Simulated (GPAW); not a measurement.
# STM contrast on W2CO2 MXene monolayer, part 2 of 2

Wanted: filled- and empty-state images of W2CO2 MXene monolayer, with its work function.

GPAW 26.7.0; GPAW, PAW setups; layer in a repeated cell with vacuum, relaxation of atoms and in-plane cell (the session's first sound run).

So far. Step 2 (Relaxing the atoms): The relaxation lowered the energy of the cell by 0.453 eV (energies extrapolated to zero smearing; the optimiser's log prints free energies). The largest force left on a free atom is 0.011 eV/Å.

### 3. Plane waves, PBE (continued)

Level of this step: GPAW, PAW setups; slab in vacuum (GPAW).

Tip height over the top atom over a1 and a2. Sample bias -0.5 V, constant current at the mean current 3.0 Å over the top atom.

Values in Å, 16 rows by 16 columns:
```
2.90 2.92 2.94 2.95 2.97 2.99 3.01 3.02 3.02 3.01 2.99 2.97 2.95 2.94 2.92 2.90
2.93 2.94 2.93 2.92 2.93 2.95 2.98 2.98 2.98 2.95 2.93 2.92 2.93 2.94 2.93 2.91
2.96 2.95 2.92 2.91 2.93 2.94 2.92 2.92 2.94 2.93 2.91 2.92 2.95 2.96 2.95 2.95
3.00 2.97 2.93 2.93 2.94 2.91 2.88 2.91 2.94 2.93 2.93 2.97 3.00 3.00 3.00 3.00
3.03 2.99 2.95 2.94 2.91 2.87 2.87 2.91 2.94 2.95 2.99 3.03 3.04 3.04 3.04 3.04
3.03 3.01 2.98 2.92 2.88 2.87 2.88 2.92 2.98 3.01 3.03 3.05 3.06 3.06 3.06 3.05
3.04 3.02 2.98 2.92 2.91 2.91 2.92 2.98 3.02 3.04 3.05 3.06 3.07 3.07 3.06 3.05
3.05 3.02 2.98 2.94 2.94 2.94 2.98 3.02 3.05 3.06 3.08 3.10 3.12 3.10 3.08 3.06
3.04 3.01 2.95 2.93 2.93 2.95 3.01 3.04 3.06 3.10 3.14 3.15 3.15 3.14 3.10 3.06
3.03 2.99 2.93 2.91 2.93 2.99 3.03 3.05 3.08 3.14 3.16 3.16 3.16 3.14 3.08 3.05
3.03 2.97 2.92 2.92 2.97 3.03 3.05 3.06 3.10 3.15 3.16 3.16 3.15 3.10 3.06 3.05
3.00 2.95 2.93 2.95 3.00 3.04 3.06 3.07 3.12 3.15 3.16 3.15 3.12 3.07 3.06 3.04
2.96 2.94 2.94 2.96 3.00 3.04 3.06 3.07 3.10 3.14 3.14 3.10 3.07 3.06 3.04 3.00
2.93 2.92 2.93 2.95 3.00 3.04 3.06 3.06 3.08 3.10 3.08 3.06 3.06 3.04 3.00 2.95
2.90 2.90 2.91 2.95 3.00 3.04 3.05 3.05 3.06 3.06 3.05 3.05 3.04 3.00 2.95 2.91
2.88 2.90 2.93 2.96 3.00 3.03 3.03 3.04 3.05 3.04 3.03 3.03 3.00 2.96 2.93 2.90
```
Columns: a1 from 0 to 0.938; rows upwards: a2 from 0 to 0.938.

Local density of states summed over the bias window over a1 and a2. Sample bias -0.5 V, constant height 3.0 Å over the top atom.

Ten even steps from '_' (1.05 × 1e-6 arbitrary) to '@' (2.48 × 1e-6 arbitrary):
```
..::::----====++++====----::::..
::::::..::--======--::..::::::::
----....::--::::--::....--------
==--::::::..__..::::::--========
++==----..____..----==++********
++====::______::====++****##****
**++==::....::==++**************
**++==--::--==++****************
**==--::::--==******##%%%%##****
++==::..::==++****##%%@@%%##****
++--....--++******%%@@@@%%******
==--::--==********%%%%%%********
--::::--==**##****####****##**==
::::::--==******************==--
....::--==****************==--::
__..::--==++++******++++==--::..
```
Columns: a1 from 0 to 0.938; rows upwards: a2 from 0 to 0.938.

Tip height over the top atom over a1 and a2. Sample bias 0.5 V, constant current at the mean current 3.0 Å over the top atom.

Ten even steps from '0' (2.88 Å) to '9' (3.11 Å):
```
0123346666433210
1222245554222211
3322343343223322
4323422243234555
5444211244456666
6653212356676667
7653223567777777
7654445677789877
7643346778999987
6422246779999977
5322357789999877
4323466799999766
3223566789987665
1112566778776652
0012567777776521
0013456777654310
```
Columns: a1 from 0 to 0.938; rows upwards: a2 from 0 to 0.938.

Local density of states summed over the bias window over a1 and a2. Sample bias 0.5 V, constant height 3.0 Å over the top atom.

Ten even steps from '0' (1.44 × 1e-6 arbitrary) to '9' (2.39 × 1e-6 arbitrary):
```
0022346666432200
1221245554212210
3210243342012322
4322322232234444
5444211244456666
6653212356667776
7653223567767767
7654345677778777
7642246777899877
6420246778999877
5311356679999766
4222467789998776
3223467778877764
1012467677767642
0002466777766420
0013456777654310
```
Columns: a1 from 0 to 0.938; rows upwards: a2 from 0 to 0.938.

Force by atom:

```
atom  x (eV/Å)  y (eV/Å)  z (eV/Å)    size
  O1    0.0000    0.0000   -0.0743  0.0743
  W2    0.0000    0.0000    0.0278  0.0278
  C3    0.0000    0.0000    0.0000  0.0000
  W4    0.0000    0.0000   -0.0278  0.0278
  O5    0.0000    0.0000    0.0743  0.0743
```

The potential is flat to 1.6e-5 eV/Å where it is read, so the vacuum is wide enough.

### 4. A changed run

One more run, with changed settings.

run.py

```python
import json
import numpy as np
from ase import Atoms
from gpaw import GPAW, PW

slab = Atoms(
    ['O', 'W', 'C', 'W', 'O'],
    positions=[
        [0.00000, 1.78692, 7.00000],
        [1.54751, 0.89346, 8.14105],
        [0.00000, 0.00000, 9.25097],
        [0.00000, 1.78692, 10.36087],
        [1.54751, 0.89346, 11.50192]],
    cell=[[3.09503, 0.0, 0.0], [-1.54751, 2.68037, 0.0], [0.0, 0.0, 18.5019]],
    pbc=[True, True, False])

slab.calc = GPAW(mode=PW(140), xc='PBE', kpts={'size': (12, 12, 1), 'gamma': True},
                 occupations={'name': 'fermi-dirac', 'width': 0.05}, nbands='160%',
                 convergence={'density': 1e-05}, maxiter=75,
                 poissonsolver={'dipolelayer': 'xy'},
                 symmetry={'tolerance': 1e-3}, txt='slab.txt')
result = {}
energy = slab.get_potential_energy()
fermi = slab.calc.get_fermi_level()
v = slab.calc.get_electrostatic_potential().mean((0, 1)) - fermi
n = slab.calc.get_pseudo_density().mean((0, 1))
L = slab.cell[2, 2]
z = np.arange(len(v)) * L / len(v)
low, high = slab.positions[:, 2].min(), slab.positions[:, 2].max()
below, above = np.interp([low - 4.8, high + 4.8], z, v)
slopes = [np.interp(x, z, np.gradient(v, z)) for x in (low - 4.8, high + 4.8)]
eps = np.array([[slab.calc.get_eigenvalues(k, s) for k in range(len(slab.calc.get_ibz_k_points()))]
                for s in range(slab.calc.get_number_of_spins())]) - fermi
top, bottom = eps[eps < 0].max(), eps[eps > 0].min()
dipole = slab.get_dipole_moment()[2]
print(f'energy {energy:.4f} eV, Fermi level {fermi:.4f} eV, dipole {dipole:.5f} e A')
print(f'potential 4.8 A off the faces, from the Fermi level: lower {below:.4f} eV, upper {above:.4f} eV')
print(f'slope of the potential there: lower {slopes[0]:.5f}, upper {slopes[1]:.5f} eV/A')
print(f'nearest levels on the mesh: {top:.4f} and {bottom:.4f} eV')
print('magnetic moment', round(slab.get_magnetic_moment(), 3))
result.update(energy=energy, fermi=fermi, dipole=dipole, below=below, above=above, slopes=slopes, edges=[top, bottom],
              z=z.tolist(), v=v.tolist(), n=n.tolist(), positions=slab.positions.tolist(),
              forces=slab.get_forces(apply_constraint=False).tolist(), moments=slab.get_magnetic_moments().tolist())
json.dump(result, open('result.json', 'w'))
```

On the command line:

```bash
$ OMP_NUM_THREADS=1 OPENBLAS_NUM_THREADS=1 python run.py
```

Output:

```text
energy 47.0607 eV, Fermi level 1.7822 eV, dipole 0.00042 e A
potential 4.8 A off the faces, from the Fermi level: lower 4.8645 eV, upper 4.8570 eV
slope of the potential there: lower -0.04785, upper 0.04787 eV/A
nearest levels on the mesh: -0.1217 and 0.0198 eV
magnetic moment 0.0
```

It took 13 s on 1 thread of Arm Neoverse V1, shared host; peak memory 0.14 GiB.

The run finished. A setting was moved off its sound value on purpose, so it serves as a test and not as the result.

The fault put into the input: a cutoff far too low (ecut = 140).

### 5. Results

| Quantity | Value |
| --- | --- |
| work function, upper and lower face | 5.797 and 5.804 eV |
| dipole along the normal | 4.1e-4 e Å |
| corrugation at -0.5 V | 0.291 Å |
| corrugation at 0.5 V | 0.227 Å |

**Reading.** The corrugation at constant current is largest at -0.5 V, where the tip height varies by 0.29 Å over the cell. Negative sample bias images filled states, positive bias empty ones. The images are of Tersoff-Hamann type: an s-wave tip, no tip-sample forces, heights closer than in a microscope. The small printed dipole stands for a step of -9.0 meV from the lower to the upper face, and the probes find -7.4 meV; values this small are near the numerical noise of both. The layer's cell and atoms come from the relaxation; spin-orbit coupling and temperature are left out.

[Logs are printed without paths, hosts, clocks, repeated set-up lines and the standing remarks that a program may print on its own settings, such as how far it seeks lower states.]

[Hosts, paths, dates, database ids (printed as entryN), source tags and the programs' standing remarks are cut or masked in the printed files.]
